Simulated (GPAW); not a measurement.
**Optical response of TiC**

Aim: the dielectric function of TiC, and the optical constants that follow from it. The cell comes from an older database entry, whose edges can differ from later determinations, mostly by under a per cent.

Calculated with GPAW 26.7.0; DFT, PBE, plane-wave PAW (GPAW data sets), scalar-relativistic, RPA, optical limit.

Most raw output is cut from this account.

The database entry behind the starting cell differs from later determinations by our own check (0.1 to 0.3 % short, probably kX units), so it need not match the best structure at ambient conditions.

**1. Set-up**

Symmetry: Fm-3m, No. 225, cubic system. The conventional cell has a = 4.319 Å, b = 4.319 Å, c = 4.319 Å, α = 90.00°, β = 90.00°, γ = 90.00°. Nearest to Ti lie 6 C at 2.16 Å. Nearest to C lie 6 Ti at 2.16 Å. Farther neighbours are not listed.

**2. Ground state**

First the ground state: is it a metal or has it a gap?

This step: DFT, PBE, plane-wave PAW (GPAW data sets), scalar-relativistic, ground state (GPAW 26.7.0).

File gs.py:

```python
from ase import Atoms
from ase.dft.bandgap import bandgap
from gpaw import GPAW, PW, FermiDirac

atoms = Atoms(['Ti', 'C'],
              cell=[[0.000000000000, 2.159300000000, 2.159300000000],
                    [2.159300000000, 0.000000000000, 2.159300000000],
                    [2.159300000000, 2.159300000000, 0.000000000000]],
              scaled_positions=[[0.000000000000, 0.000000000000, 0.000000000000],
                                [0.500000000000, 0.500000000000, 0.500000000000]],
              pbc=[True, True, True])
atoms.calc = GPAW(mode=PW(500), xc='PBE', kpts={'size': (9, 9, 9), 'gamma': True},
                  occupations=FermiDirac(0.05), maxiter=150, txt='gs.txt')
print('energy (eV)', atoms.get_potential_energy())
print('Fermi level (eV)', atoms.calc.get_fermi_level())
print('valence electrons', atoms.calc.get_number_of_electrons())
print('gap (eV)', bandgap(atoms.calc, output=None)[0])
print('direct gap (eV)', bandgap(atoms.calc, direct=True, output=None)[0])
atoms.calc.write('gs.gpw')
```

Command:

```bash
OMP_NUM_THREADS=1 python gs.py
```

It took 6.2 s on 1 thread of Arm Neoverse V1, shared host; peak memory 0.13 GiB.

This step gave:

| Quantity | Value |
| --- | --- |
| energy | -17.49 eV |
| Fermi energy | 10.30 eV |
| electrons | 16 |

There are states at the Fermi level within the smearing, so the occupations stay smeared and the carriers get a Drude term.

**3. Bands for the response**

The response needs many more empty bands than the density does.

This step: DFT, PBE, plane-wave PAW (GPAW data sets), scalar-relativistic, bands at fixed density (GPAW 26.7.0).

File nscf.py:

```python
from ase.dft.bandgap import bandgap
from gpaw import GPAW, FermiDirac

calc = GPAW('gs.gpw').fixed_density(kpts={'size': (14, 14, 14), 'gamma': True}, nbands=27, convergence={'bands': 21},
                                    occupations=FermiDirac(0.05), txt='nscf.txt')
print('gap (eV)', bandgap(calc, output=None)[0])
print('direct gap (eV)', bandgap(calc, direct=True, output=None)[0])
print('top band over the Fermi level (eV)', min(calc.get_eigenvalues(kpt=k)[20] for k in range(len(calc.get_ibz_k_points()))) - calc.get_fermi_level())
calc.write('full.gpw', mode='all')
```

Command:

```bash
OMP_NUM_THREADS=1 python nscf.py
```

It took 19 s on 1 thread; peak memory 0.17 GiB.

**4. Dielectric function, RPA**

Local fields let the induced charge screen the field inside the cell, which as a rule lowers ε, most along directions where the density is uneven.

This step: DFT, PBE, plane-wave PAW (GPAW data sets), scalar-relativistic, RPA, optical limit (GPAW 26.7.0).

File df.py:

```python
from gpaw.response.df import DielectricFunction

df = DielectricFunction('full.gpw', frequencies={'type': 'nonlinear', 'domega0': 0.03, 'omega2': 8},
                        ecut=60,
                        eta=0.2,
                        nbands=21,
                        rate=0.1,
                        txt='df.txt')
for direction in ['x']:
    df.get_dielectric_function(xc='RPA', direction=direction, filename=f'df_{direction}.csv')
```

Command:

```bash
OMP_NUM_THREADS=1 python df.py
```

Elapsed: 6.6 s, on 1 thread; peak memory 0.22 GiB.

Some rows of df_x.csv (energy; Re and Im without local fields; Re and Im with them):

```text
0.000000, 1133.835154, -0.000000, 1133.647256, -0.000000
0.555532, -5.852367, 56.558279, -5.881917, 56.468483
1.143969, 4.401134, 18.316238, 4.403228, 18.294188
1.768324, 5.245793, 18.473736, 5.247881, 18.468460
2.431988, 5.721623, 14.436062, 5.725887, 14.427542
3.138794, 3.427994, 14.447107, 3.428914, 14.455590
3.893091, 3.456991, 11.403147, 3.441925, 11.428308
4.699832, 1.340068, 11.366525, 1.311717, 11.391521
5.564682, -1.849793, 9.420429, -1.884931, 9.393281
6.494155, -0.049185, 7.351096, 0.025392, 7.384029
7.495775, -1.979255, 4.921265, -1.973290, 5.069574
8.578281, -1.476356, 4.303232, -1.574493, 4.462374
9.751884, -2.171184, 3.063589, -2.425335, 3.232363
11.028587, -0.855314, 1.302776, -1.191281, 1.236300
12.422601, 0.606551, 2.026132, 0.363423, 1.882843
13.950874, 0.008646, 2.575212, -0.054048, 2.290712
15.633783, -0.341073, 1.627870, -0.303272, 1.429515
17.496047, -0.369565, 1.360410, -0.208100, 1.246148
19.567954, -0.461623, 1.011074, -0.192174, 1.283386
```

Sum at mesh points, not converged in k. Table of Im ε, E ∥ x by photon energy; read off at these points:

photon energy (eV), Im ε, E ∥ x and a bar:
```
     0.50       62.6 ##############################
     1.00       22.4 ###########
     1.50       20.1 #########
     2.00       15.9 #######
     2.50       14.5 #######
     3.00       14.5 #######
     3.50       12.0 #####
     4.00       12.2 ######
     4.07       12.4 ######
     4.50       10.9 #####
     5.00       11.1 #####
     5.50        9.8 ####
     6.00        7.5 ###
     6.50        7.4 ###
     6.87        8.8 ####
     7.00        8.1 ####
     7.50        5.1 ##
     8.00        5.2 ##
     8.50        4.4 ##
     9.00        4.4 ##
     9.50        3.7 #
    10.00        2.6 #
    10.50        2.0 #
    11.00        1.3 
    11.50        1.3 
    12.00        1.5 
    12.50        1.9 #
    13.00        2.2 #
    13.50        2.4 #
    14.00        2.4 #
    14.50        2.0 #
    15.00        1.7 
    15.50        1.4 
    16.00        1.4 
    16.50        1.5 
    17.00        1.3 
    17.50        1.2 
    18.00        1.1 
    18.50        1.2 
    19.00        1.4 
    19.50        1.3 
    20.00        1.1 
    20.50        1.1 
    21.00        0.9 
    21.50        0.7
```

Values under 1 per cm are given as 1; sum at mesh points, not converged in k. The absorption coefficient, E ∥ x by photon energy:

photon energy (eV), log10 absorption coefficient, E ∥ x (1/cm) and a bar from the least value:
```
    0.492        5.5 
    1.010        5.5 ###
    1.486        5.6 #####
    1.985        5.7 #########
    2.508        5.7 ###########
    3.018        5.9 ###############
    3.510        5.9 #################
    3.980        5.9 ##################
    4.516        6.0 ####################
    4.981        6.1 ######################
    5.515        6.1 #########################
    6.021        6.1 ########################
    6.494        6.1 ########################
    6.985        6.2 #############################
    7.496        6.2 ##########################
    8.026        6.2 ############################
    8.516        6.2 ###########################
    9.023        6.2 #############################
    9.483        6.3 ##############################
   10.026        6.2 #############################
   10.519        6.2 ############################
   11.029        6.1 #########################
   11.479        6.0 #####################
   12.023        6.0 ####################
   12.504        6.1 #######################
   13.000        6.1 ########################
   13.512        6.2 ###########################
   14.040        6.2 ############################
   14.493        6.2 #############################
   14.960        6.2 ############################
   15.536        6.2 ###########################
   16.031        6.2 ##########################
   16.541        6.2 ############################
   16.959        6.2 ###########################
   17.496        6.2 ###########################
   18.049        6.1 ##########################
   18.504        6.1 #########################
   18.969        6.2 ############################
   19.447        6.2 #############################
   20.061        6.2 ############################
   20.438        6.3 ##############################
   20.953        6.2 #############################
   21.482        6.2 ############################
```

The reflectivity at normal incidence, E ∥ x has structure finer than the step of the table below, so its rows give means over 0.5 eV, whole bins alone (the curve runs from 0.305 to 21.9 eV). Peaks (eV: height): 5.47: 46.0, 7.15: 49.8, 8.03: 44.7, 10.03: 50.7, 14.40: 29.7.

Sum at mesh points, not converged in k. Reflectivity at normal incidence, E ∥ x against photon energy; means over each step:

photon energy (eV), reflectivity at normal incidence, E ∥ x (%) and a bar from the least value:
```
      1.0       55.9 ##############################
      1.5       48.7 #########################
      2.0       46.0 #######################
      2.5       43.8 #####################
      3.0       44.8 ######################
      3.5       42.8 ####################
      4.0       41.4 ###################
      4.5       41.2 ###################
      5.0       43.2 #####################
      5.5       45.7 #######################
      6.0       41.9 ####################
      6.5       38.3 #################
      7.0       47.1 ########################
      7.5       43.1 #####################
      8.0       43.2 #####################
      8.5       39.5 ##################
      9.0       40.9 ###################
      9.5       46.2 #######################
     10.0       49.3 #########################
     10.5       48.2 ########################
     11.0       44.7 ######################
     11.5       26.1 ########
     12.0       16.7 #
     12.5       15.9 #
     13.0       17.8 ##
     13.5       23.1 ######
     14.0       23.5 ######
     14.5       28.9 ##########
     15.0       26.9 #########
     15.5       25.2 ########
     16.0       21.3 #####
     16.5       22.7 ######
     17.0       22.2 #####
     17.5       21.4 #####
     18.0       18.8 ###
     18.5       14.7 
     19.0       17.6 ##
     19.5       21.0 #####
     20.0       21.5 #####
     20.5       25.4 ########
     21.0       25.8 ########
     21.5       29.5 ###########
```

Sum at mesh points, not converged in k. Im ε, E ∥ x against photon energy; read off at these points:

| photon energy (eV) | without local fields | with local fields |
| --- | --- | --- |
| 0.50 | 62.7 | 62.6 |
| 1.00 | 22.4 | 22.4 |
| 1.50 | 20.2 | 20.1 |
| 2.00 | 15.9 | 15.9 |
| 2.50 | 14.5 | 14.5 |
| 3.00 | 14.5 | 14.5 |
| 3.50 | 11.9 | 12.0 |
| 4.00 | 12.2 | 12.2 |
| 4.07 | 12.4 | 12.4 |
| 4.50 | 10.9 | 10.9 |
| 5.00 | 11.1 | 11.1 |
| 5.50 | 9.80 | 9.78 |
| 6.00 | 7.57 | 7.55 |
| 6.50 | 7.38 | 7.42 |
| 6.82 | 8.72 | 8.82 |
| 7.00 | 7.94 | 8.10 |
| 7.50 | 4.93 | 5.08 |
| 8.00 | 4.99 | 5.19 |
| 8.50 | 4.29 | 4.44 |
| 9.00 | 4.25 | 4.43 |
| 9.50 | 3.56 | 3.75 |
| 10.00 | 2.45 | 2.57 |
| 10.50 | 1.99 | 2.03 |
| 11.00 | 1.32 | 1.26 |
| 11.50 | 1.39 | 1.26 |
| 12.00 | 1.62 | 1.46 |
| 12.50 | 2.10 | 1.95 |
| 13.00 | 2.51 | 2.21 |
| 13.25 | 2.97 | 2.58 |
| 13.50 | 2.69 | 2.37 |
| 14.00 | 2.66 | 2.36 |
| 14.50 | 2.22 | 1.97 |
| 15.00 | 1.93 | 1.69 |
| 15.50 | 1.62 | 1.44 |
| 16.00 | 1.66 | 1.44 |
| 16.50 | 1.73 | 1.51 |
| 17.00 | 1.45 | 1.29 |
| 17.50 | 1.36 | 1.24 |
| 18.00 | 1.27 | 1.10 |
| 18.50 | 1.30 | 1.17 |
| 19.00 | 1.31 | 1.39 |
| 19.50 | 1.05 | 1.30 |
| 20.00 | 0.874 | 1.14 |
| 20.50 | 0.716 | 1.08 |
| 21.00 | 0.606 | 0.908 |
| 21.50 | 0.449 | 0.713 |

The loss function −Im 1/ε at q → 0, E ∥ x has structure finer than the step of the table below, so its rows give means over 1 eV, whole bins alone (the curve runs from 0.305 to 21.9 eV). Peaks (eV: height): 11.6: 0.751, 18.2: 0.947.

Sum at mesh points, not converged in k. Loss function −Im 1/ε at q → 0, E ∥ x against energy loss; means over each step:

```csv
energy loss (eV),"loss function −Im 1/ε at q → 0, E ∥ x"
1,0.0372
2,0.0543
3,0.0651
4,0.0848
5,0.0897
6,0.126
7,0.126
8,0.176
9,0.192
10,0.219
11,0.452
12,0.648
13,0.440
14,0.427
15,0.545
16,0.667
17,0.731
18,0.882
19,0.745
20,0.816
21,0.997
```

From ε follow the optical constants at some laser and lamp lines:

```
wavelength (nm)     n      k  R (%)    1/α
           1550  3.88  4.366   63.8  28 nm
            800  3.80  2.651   49.5  24 nm
            532  3.26  2.257   43.9  19 nm
            450  3.26  2.322   44.6  15 nm
            405  3.05  2.360   44.5  14 nm
            365  2.70  2.422   44.8  12 nm
            308  2.79  2.215   42.1  11 nm
```

In reflection the computed colour is light grey: x = 0.315, y = 0.328, luminous reflectivity 44 %.

**5. Summary of results**

What this shows: At this level (PBE, RPA) TiC is a metal. The mesh is too coarse to trust the carriers' weight, the reflectivity or the colour to better than tens of per cent. In reflection the computed colour is light grey: x = 0.315, y = 0.328, luminous reflectivity 44 %. The carriers' damping of 0.1 eV is typed, not computed; it shapes the response at the lowest energies. In this version of GPAW the matrix elements of the optical limit are incomplete, which can lower ε − 1 by up to a tenth where first-row anions or d states rule, and shift it by more in d metals. GPAW's carrier term has the form −ωp²/(ω + i·rate)², which damps like twice the rate and fails at low energy, so the curves leave the lowest energies out. The sum runs over mesh points 0.18 Å⁻¹ apart with no interpolation, so peaks are partly noise of the mesh, and the Drude plasma energy, a sum over the Fermi surface, isn't converged.

[Machine, clock and banner lines and Python warnings are left out of the logs.]

[Logs are printed without paths, hosts, clocks, repeated set-up lines and the standing remarks that a program may print on its own settings, such as how far it seeks lower states.]

[Hosts, paths, dates, database ids (printed as entryN), source tags and the programs' standing remarks are cut or masked in the printed files.]
